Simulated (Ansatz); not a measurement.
**TiO2 (P4_2/mnm): least direct gap against volume**

The cell of TiO2 (P4_2/mnm) is scaled evenly and the response computed anew at each volume, on one mesh. The atoms keep their fractional positions.

Cell: a, b, c = 4.592, 4.592, 2.957 Å (primitive vectors), 6 atoms.

Method: Ansatz 0.2.0, PBE, independent particles, k-mesh 6×6×8 with interpolation inside its cells, Gaussian parameter 0.1 eV.

Launch of the response step: `ansatz run input.yaml --threads 4 --pin off --max-ram 8192MiB --backend cpu --events-out ev --progress --plain --runs-dir out`. The series took 2.6 min in all, on 4 threads of Intel(R) Xeon(R) Platinum 8488C (Sapphire Rapids) (shared host).

```
V/V₀  V (Å³, primitive cell)  least direct gap (eV)
0.94                   58.62                      ?
0.96                   59.87                  2.001
0.98                   61.12                  1.949
1.00                   62.37                  1.898
1.02                   63.61                  1.848
1.04                   64.86                  1.800
1.06                   66.11                  1.753
```

For small changes the quantity should be close to linear in ln V.

Working, on the rows shown:

| x = ln(V/V₀) | y = least direct gap |
| --- | --- |
| -0.040822 | 2.001 |
| -0.0202027 | 1.949 |
| 0 | 1.898 |
| 0.0198026 | 1.848 |
| 0.0392207 | 1.8 |
| 0.0582689 | 1.753 |

Means: x̄ = 0.0093779, ȳ = 1.8748. Σ(x − x̄)(y − ȳ) = -0.01721, Σ(x − x̄)² = 0.006873. Slope = -0.01721 / 0.006873 = -2.505; intercept = ȳ − slope · x̄ = 1.8983. The line misses the rows shown by at most 0.00072 eV.

**Question.** Predict the last column of the withheld row from the fit.

**Answer.** At x = -0.061875 the line gives y = 2.0533 eV. The run gave 2.054 eV, so the extrapolation is off by 0.00069 eV, 0.2 % of the range in the table.

Between the rows on either side of x = 0 the slope is (1.848 − 1.949) / (0.019803 − (-0.020203)) = -2.525. That is a volume deformation potential of -2.5 eV: the least direct gap on this mesh widens by 25 meV for each per cent of compression. PBE gaps are as a rule too small.

[Logs are printed without paths, hosts, clocks, repeated set-up lines and the standing remarks that a program may print on its own settings, such as how far it seeks lower states.]
